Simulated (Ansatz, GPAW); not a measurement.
# A 5-layer slab of Ta(100): simulated STM images

Aim: Tersoff-Hamann images of a 5-layer slab of Ta(100) at several biases.

Calculated with GPAW 26.7.0 and Ansatz 0.2.0; GPAW, PAW setups; slab in vacuum, in the first sound run; inputs show where later runs differ.

## (1) The starting structure

The cell holds 5 atoms: 5 Ta. Cell: a = 3.310 Å, b = 3.310 Å, c = 20.620 Å, α = 90.0°, β = 90.0°, γ = 90.0°. Vacuum lies along c.

## (2) Relaxation

The atoms are relaxed first, since the surface dipole, and with it the work function, follows the positions of the outer layers. The lowest 2 atoms are held at bulk positions and keep their forces.

File run.py:

```python
import json
import numpy as np
from ase import Atoms
from ase.constraints import FixAtoms
from ase.optimize import BFGS
from gpaw import GPAW, PW

slab = Atoms(
    ['Ta', 'Ta', 'Ta', 'Ta', 'Ta'],
    positions=[
        [0.00000, 0.00000, 7.00000],
        [1.65500, 1.65500, 8.65500],
        [0.00000, 0.00000, 10.31000],
        [1.65500, 1.65500, 11.96500],
        [0.00000, 0.00000, 13.62000]],
    cell=[[3.31, 0.0, 0.0], [0.0, 3.31, 0.0], [0.0, 0.0, 20.62]],
    pbc=[True, True, False])

slab.calc = GPAW(mode=PW(400), xc='PBE', kpts={'size': (10, 10, 1), 'gamma': True},
                 occupations={'name': 'fermi-dirac', 'width': 0.1}, nbands='160%',
                 convergence={'density': 0.0001}, maxiter=200,
                 poissonsolver={'dipolelayer': 'xy'},
                 symmetry={'tolerance': 1e-3, 'extra_ids': [1, 1, 0, 0, 0]}, txt='slab.txt')
result = {}
slab.set_constraint(FixAtoms([0, 1]))
path = []
opt = BFGS(slab, maxstep=0.2)
opt.attach(lambda: path.append((slab.get_potential_energy(), slab.positions.tolist(), slab.get_forces().tolist())))
result['relaxed'] = bool(opt.run(fmax=0.05, steps=30))
result['path'] = path
energy = slab.get_potential_energy()
fermi = slab.calc.get_fermi_level()
v = slab.calc.get_electrostatic_potential().mean((0, 1)) - fermi
n = slab.calc.get_pseudo_density().mean((0, 1))
L = slab.cell[2, 2]
z = np.arange(len(v)) * L / len(v)
low, high = slab.positions[:, 2].min(), slab.positions[:, 2].max()
below, above = np.interp([low - 4.8, high + 4.8], z, v)
slopes = [np.interp(x, z, np.gradient(v, z)) for x in (low - 4.8, high + 4.8)]
eps = np.array([[slab.calc.get_eigenvalues(k, s) for k in range(len(slab.calc.get_ibz_k_points()))]
                for s in range(slab.calc.get_number_of_spins())]) - fermi
top, bottom = eps[eps < 0].max(), eps[eps > 0].min()
dipole = slab.get_dipole_moment()[2]
print(f'energy {energy:.4f} eV, Fermi level {fermi:.4f} eV, dipole {dipole:.5f} e A')
print(f'potential 4.8 A off the faces, from the Fermi level: lower {below:.4f} eV, upper {above:.4f} eV')
print(f'slope of the potential there: lower {slopes[0]:.5f}, upper {slopes[1]:.5f} eV/A')
print(f'nearest levels on the mesh: {top:.4f} and {bottom:.4f} eV')
print('magnetic moment', round(slab.get_magnetic_moment(), 3))
result.update(energy=energy, fermi=fermi, dipole=dipole, below=below, above=above, slopes=slopes, edges=[top, bottom],
              z=z.tolist(), v=v.tolist(), n=n.tolist(), positions=slab.positions.tolist(),
              forces=slab.get_forces(apply_constraint=False).tolist(), moments=slab.get_magnetic_moments().tolist())
json.dump(result, open('result.json', 'w'))
```

The run is started by

```sh
> OMP_NUM_THREADS=1 OPENBLAS_NUM_THREADS=1 python run.py
```

The log of the run:

```text
Step          Energy          fmax
BFGS:    0      -45.648966        1.433105
BFGS:    1      -45.698108        1.137368
BFGS:    2      -45.782276        0.516130
BFGS:    3      -45.788449        0.270391
BFGS:    4      -45.790851        0.197575
BFGS:    5      -45.795067        0.096582
BFGS:    6      -45.795344        0.090206
BFGS:    7      -45.795922        0.088013
BFGS:    8      -45.796836        0.105591
BFGS:    9      -45.797657        0.085190
BFGS:   10      -45.798195        0.038768
energy -45.7217 eV, Fermi level 2.6847 eV, dipole 0.01188 e A
potential 4.8 A off the faces, from the Fermi level: lower 3.9608 eV, upper 3.7597 eV
slope of the potential there: lower -0.00365, upper 0.00336 eV/A
nearest levels on the mesh: -0.0162 and 0.0272 eV
magnetic moment 0.0
```

The job ended after 9.5 min (1 thread of Intel Xeon Platinum 8375C at 2.90GHz (Ice Lake), shared host; peak memory 0.26 GiB).

The steps of the relaxation:

| step | energy less that of the first step (eV) | largest force (eV/Å) |
| --- | --- | --- |
| 1 | 0.0000 | 1.4331 |
| 2 | -0.0521 | 1.1374 |
| 3 | -0.1464 | 0.5161 |
| 4 | -0.1516 | 0.2704 |
| 5 | -0.1539 | 0.1976 |
| 6 | -0.1583 | 0.0966 |
| 7 | -0.1587 | 0.0902 |
| 8 | -0.1595 | 0.0880 |
| 9 | -0.1608 | 0.1056 |
| 10 | -0.1617 | 0.0852 |
| 11 | -0.1622 | 0.0388 |

The atoms that moved most (Å):

| atom | dx | dy | dz | length |
| --- | --- | --- | --- | --- |
| Ta5 | 0.000 | 0.000 | -0.161 | 0.161 |
| Ta4 | 0.000 | 0.000 | 0.047 | 0.047 |
| Ta3 | 0.000 | 0.000 | 0.011 | 0.011 |

Final coordinates:

```cif
data_structure
_symmetry_space_group_name_H-M 'P 1'
_symmetry_Int_Tables_number 1
_cell_length_a 3.3100
_cell_length_b 3.3100
_cell_length_c 20.6200
_cell_angle_alpha 90.000
_cell_angle_beta 90.000
_cell_angle_gamma 90.000
_cell_volume 225.91
loop_
_atom_site_label
_atom_site_type_symbol
_atom_site_fract_x
_atom_site_fract_y
_atom_site_fract_z
_atom_site_occupancy
Ta1 Ta 0.00000 0.00000 0.33948 1
Ta2 Ta 0.50000 0.50000 0.41974 1
Ta3 Ta 0.00000 0.00000 0.50054 1
Ta4 Ta 0.50000 0.50000 0.58253 1
Ta5 Ta 0.00000 0.00000 0.65271 1
```

Numbers from this step:

```yaml
dipole_along_the_normal: 0.01188 e·Å
levels_nearest_the_fermi_level_on_the_mesh: -0.01622, 0.02720 eV from the Fermi level
upper_work_function: 3.760 eV
lower_work_function: 3.961 eV
```

Table of electrostatic potential energy of an electron (without an applied field's), less the Fermi level, planar mean by z:

| z (Å) | electrostatic potential energy of an electron (without an applied field's), less the Fermi level, planar mean (eV) |
| --- | --- |
| 0.0 | 3.86 |
| 0.5 | 3.96 |
| 1.0 | 3.96 |
| 1.5 | 3.96 |
| 2.0 | 3.96 |
| 2.5 | 3.96 |
| 3.0 | 3.95 |
| 3.5 | 3.94 |
| 4.0 | 3.88 |
| 4.5 | 3.74 |
| 5.0 | 3.33 |
| 5.5 | 2.20 |
| 6.0 | -0.869 |
| 6.5 | -9.11 |
| 7.0 | -17.6 |
| 7.5 | -10.3 |
| 8.0 | -7.78 |
| 8.5 | -16.1 |
| 9.0 | -13.0 |
| 9.5 | -6.87 |
| 10.0 | -13.5 |
| 10.5 | -15.9 |
| 11.0 | -7.38 |
| 11.5 | -9.55 |
| 12.0 | -17.3 |
| 12.5 | -11.8 |
| 13.0 | -12.5 |
| 13.5 | -17.5 |
| 14.0 | -8.01 |
| 14.5 | -0.402 |
| 15.0 | 2.27 |
| 15.5 | 3.24 |
| 16.0 | 3.58 |
| 16.5 | 3.70 |
| 17.0 | 3.74 |
| 17.5 | 3.75 |
| 18.0 | 3.76 |
| 18.5 | 3.76 |
| 19.0 | 3.76 |
| 19.5 | 3.76 |
| 20.0 | 3.76 |
| 20.5 | 3.83 |

The pseudo valence density, planar mean oscillates, so the rows of the table below give means over windows of 1.61 Å about each position, cut where the curve ends. Its maxima inside the range that stand out by 2 % of the span (Å: e/Å³): 7.1: 1.07, 8.6: 1.10, 10.3: 1.12, 12.0: 1.14, 13.5: 1.09. Its minima: 7.7: 0.427, 9.5: 0.405, 11.2: 0.390, 12.7: 0.543.

Table of pseudo valence density, planar mean by z; means over each step:

z (Å), pseudo valence density, planar mean (e/Å³) and a bar:
```
     2.42       0.00 
     4.02       0.00 
     5.63       0.10 ####
     7.24       0.70 ############################
     8.85       0.72 ############################
    10.46       0.72 ############################
    12.07       0.76 ##############################
    13.68       0.65 ##########################
    15.29       0.03 #
    16.90       0.00 
    18.51       0.00
```

The relaxation lowered the energy of the cell by 0.162 eV (energies extrapolated to zero smearing; the optimiser's log prints free energies). The largest force left on a free atom is 0.039 eV/Å.

## (3) The slab's potential

The work function is the vacuum plateau of the electrostatic potential less the Fermi level; a dipole layer lets the two faces have plateaus of their own.

Changes to run.py since step 2:

```diff
@@ -3,4 +3,3 @@
 from ase import Atoms
-from ase.constraints import FixAtoms
-from ase.optimize import BFGS
+from ase.dft.stm import STM
 from gpaw import GPAW, PW
@@ -12,5 +11,5 @@
         [1.65500, 1.65500, 8.65500],
-        [0.00000, 0.00000, 10.31000],
-        [1.65500, 1.65500, 11.96500],
-        [0.00000, 0.00000, 13.62000]],
+        [0.00000, -0.00000, 10.32112],
+        [1.65500, 1.65500, 12.01181],
+        [-0.00000, -0.00000, 13.45878]],
     cell=[[3.31, 0.0, 0.0], [0.0, 3.31, 0.0], [0.0, 0.0, 20.62]],
@@ -20,12 +19,6 @@
                  occupations={'name': 'fermi-dirac', 'width': 0.1}, nbands='160%',
-                 convergence={'density': 0.0001}, maxiter=200,
+                 convergence={'density': 1e-05}, maxiter=200,
                  poissonsolver={'dipolelayer': 'xy'},
-                 symmetry={'tolerance': 1e-3, 'extra_ids': [1, 1, 0, 0, 0]}, txt='slab.txt')
+                 symmetry={'tolerance': 1e-3}, txt='slab.txt')
 result = {}
-slab.set_constraint(FixAtoms([0, 1]))
-path = []
-opt = BFGS(slab, maxstep=0.2)
-opt.attach(lambda: path.append((slab.get_potential_energy(), slab.positions.tolist(), slab.get_forces().tolist())))
-result['relaxed'] = bool(opt.run(fmax=0.05, steps=30))
-result['path'] = path
 energy = slab.get_potential_energy()
@@ -51,2 +44,16 @@
               forces=slab.get_forces(apply_constraint=False).tolist(), moments=slab.get_magnetic_moments().tolist())
+
+# Images need the states of the whole zone, up to time reversal
+slab.calc = slab.calc.fixed_density(symmetry={'point_group': False}, txt='states.txt',
+                                    convergence={'bands': 'CBM+1.3'})
+stm = STM(slab)
+result['stm'] = []
+for bias in [-1.0, 1.0]:
+    height = high + 3.0
+    current = stm.get_averaged_current(bias, height)
+    x, y, h = stm.scan(bias, current)
+    i, f = divmod(height / L * stm.ldos.shape[2], 1)
+    I = abs((1 - f) * stm.ldos[:, :, int(i)] + f * stm.ldos[:, :, int(i) + 1])
+    print(f'bias {bias} V: mean current at 3.0 A {current:.4e}, corrugation {np.ptp(h):.4f} A')
+    result['stm'].append(dict(bias=bias, current=current, h=(h - high).tolist(), I=I.tolist()))
 json.dump(result, open('result.json', 'w'))
```

The log of the run:

```text
energy -45.7217 eV, Fermi level 2.6850 eV, dipole 0.01218 e A
potential 4.8 A off the faces, from the Fermi level: lower 3.9610 eV, upper 3.7585 eV
slope of the potential there: lower -0.00368, upper 0.00339 eV/A
nearest levels on the mesh: -0.0162 and 0.0269 eV
magnetic moment 0.0
bias -1.0 V: mean current at 3.0 A 6.1871e-04, corrugation 0.1179 A
bias 1.0 V: mean current at 3.0 A 1.0689e-03, corrugation 0.1624 A
```

Run time: 2.8 min. Hardware: 1 thread; peak memory 0.52 GiB.

Numbers from this step:

```yaml
dipole_along_the_normal: 0.01218 e·Å
levels_nearest_the_fermi_level_on_the_mesh: -0.01618, 0.02687 eV from the Fermi level
upper_work_function: 3.758 eV
corrugation_minus_1: 0.1179 Å
corrugation_1: 0.1624 Å
```

The electrostatic potential energy of an electron (without an applied field's), less the Fermi level, planar mean by z:

z (Å), electrostatic potential energy of an electron (without an applied field's), less the Fermi level, planar mean (eV) and a bar from the least value:
```
      0.0        3.9 ##############################
      0.5        4.0 ##############################
      1.0        4.0 ##############################
      1.5        4.0 ##############################
      2.0        4.0 ##############################
      2.5        4.0 ##############################
      3.0        4.0 ##############################
      3.5        3.9 ##############################
      4.0        3.9 ##############################
      4.5        3.7 ##############################
      5.0        3.3 #############################
      5.5        2.2 ############################
      6.0       -0.9 #######################
      6.5       -9.1 ############
      7.0      -17.6 
      7.5      -10.3 ##########
      8.0       -7.8 ##############
      8.5      -16.1 ##
      9.0      -13.0 ######
      9.5       -6.9 ###############
     10.0      -13.5 ######
     10.5      -15.9 ##
     11.0       -7.4 ##############
     11.5       -9.5 ###########
     12.0      -17.3 
     12.5      -11.8 ########
     13.0      -12.5 #######
     13.5      -17.5 
     14.0       -8.0 #############
     14.5       -0.4 ########################
     15.0        2.3 ############################
     15.5        3.2 #############################
     16.0        3.6 #############################
     16.5        3.7 ##############################
     17.0        3.7 ##############################
     17.5        3.8 ##############################
     18.0        3.8 ##############################
     18.5        3.8 ##############################
     19.0        3.8 ##############################
     19.5        3.8 ##############################
     20.0        3.8 ##############################
     20.5        3.8 ##############################
```

Pseudo valence density, planar mean against z:

z (Å), pseudo valence density, planar mean (e/Å³) and a bar:
```
      2.5       0.00 
      3.0       0.00 
      3.5       0.00 
      4.0       0.00 
      4.5       0.01 
      5.0       0.01 
      5.5       0.04 #
      6.0       0.12 ###
      6.5       0.48 #############
      7.0       1.05 ############################
      7.5       0.57 ###############
      8.0       0.48 #############
      8.5       1.00 ###########################
      9.0       0.76 ####################
      9.5       0.41 ###########
     10.0       0.80 #####################
     10.5       0.98 ##########################
     11.0       0.43 ############
     11.5       0.58 ###############
     12.0       1.12 ##############################
     12.5       0.66 ##################
     13.0       0.68 ##################
     13.5       1.09 #############################
     14.0       0.43 ############
     14.5       0.11 ###
     15.0       0.04 #
     15.5       0.01 
     16.0       0.00 
     16.5       0.00 
     17.0       0.00 
     17.5       0.00 
     18.0       0.00
```

Tip height over the top atom over a1 and a2. Sample bias -1 V, constant current at the mean current 3.0 Å over the top atom.

Ten even steps from '_' (2.94 Å) to '@' (3.06 Å):
```
@@@@@@%%##++====--====++##%%@@@@
@@@@%%##**++==------==++**##%%@@
%%%%##**++==----::----==++**##%%
####**++==--::::::::::--==++**##
**++++==--::::......::::--==++++
++====--::::..______..::::--====
====----::..__________..::----==
==----::::..__________..::::----
====----::..__________..::----==
++====--::::..______..::::--====
**++++==--::::......::::--==++++
####**++==--::::::::::--==++**##
%%%%##**++==----::----==++**##%%
@@@@%%##**++==------==++**##%%@@
@@@@@@%%##++====--====++##%%@@@@
@@@@@@%%##**++======++**##%%@@@@
```
Columns: a1 from 0 to 0.938; rows upwards: a2 from 0 to 0.938.

Local density of states summed over the bias window over a1 and a2. Sample bias -1 V, constant height 3.0 Å over the top atom.

Ten even steps from '0' (5.59 × 1e-4 arbitrary) to '9' (7.08 × 1e-4 arbitrary):
```
9987643333346789
9876543222345678
7765432222234567
6654332111233456
5443321101123344
4332210000012233
3322110000011223
3322100000001223
3322110000011223
4332210000012233
5443321101123344
6654332111233456
7765432222234567
9876543222345678
9987643333346789
9997654333456799
```
Columns: a1 from 0 to 0.938; rows upwards: a2 from 0 to 0.938.

Tip height over the top atom over a1 and a2. Sample bias 1 V, constant current at the mean current 3.0 Å over the top atom.

Ten even steps from '_' (2.87 Å) to '@' (3.04 Å):
```
@@@@@@@@@@@@@@@@@@@@@@@@@@@@@@@@
@@@@@@@@@@%%%%%%%%%%%%%%@@@@@@@@
@@@@@@@@%%##############%%@@@@@@
@@@@@@%%##****++++++****##%%@@@@
@@@@%%##**++==------==++**##%%@@
@@@@%%##**==--::..::--==**##%%@@
@@@@%%##++--::..__..::--++##%%@@
@@@@%%##++--..______..--++##%%@@
@@@@%%##++--::..__..::--++##%%@@
@@@@%%##**==--::..::--==**##%%@@
@@@@%%##**++==------==++**##%%@@
@@@@@@%%##****++++++****##%%@@@@
@@@@@@@@%%##############%%@@@@@@
@@@@@@@@@@%%%%%%%%%%%%%%@@@@@@@@
@@@@@@@@@@@@@@@@@@@@@@@@@@@@@@@@
@@@@@@@@@@@@@@@@@@@@@@@@@@@@@@@@
```
Columns: a1 from 0 to 0.938; rows upwards: a2 from 0 to 0.938.

Local density of states summed over the bias window over a1 and a2. Sample bias 1 V, constant height 3.0 Å over the top atom.

Ten even steps from '0' (0.89 × 1e-3 arbitrary) to '9' (1.15 × 1e-3 arbitrary):
```
9999988888889999
9999887777788999
9998776666677899
9987655444556789
9887543222345788
9876532111235678
8876421000124678
8876421000124678
8876421000124678
9876532111235678
9887543222345788
9987655444556789
9998776666677899
9999887777788999
9999988888889999
9999999888999999
```
Columns: a1 from 0 to 0.938; rows upwards: a2 from 0 to 0.938.

Force by atom:

| atom | x (eV/Å) | y (eV/Å) | z (eV/Å) | size |
| --- | --- | --- | --- | --- |
| Ta1 | 0.00 | 0.00 | 1.35 | 1.35 |
| Ta2 | 0.00 | 0.00 | -1.35 | 1.35 |
| Ta3 | 0.00 | 0.00 | -0.01 | 0.01 |
| Ta4 | 0.00 | 0.00 | -0.02 | 0.02 |
| Ta5 | 0.00 | 0.00 | 0.03 | 0.03 |

The potential is flat to 0.004 eV/Å where it is read, so the vacuum is wide enough.

(Part 1 of 3 ends here.)

[Logs are printed without paths, hosts, clocks, repeated set-up lines and the standing remarks that a program may print on its own settings, such as how far it seeks lower states.]

[Hosts, paths, dates, database ids (printed as entryN), source tags and the programs' standing remarks are cut or masked in the printed files.]
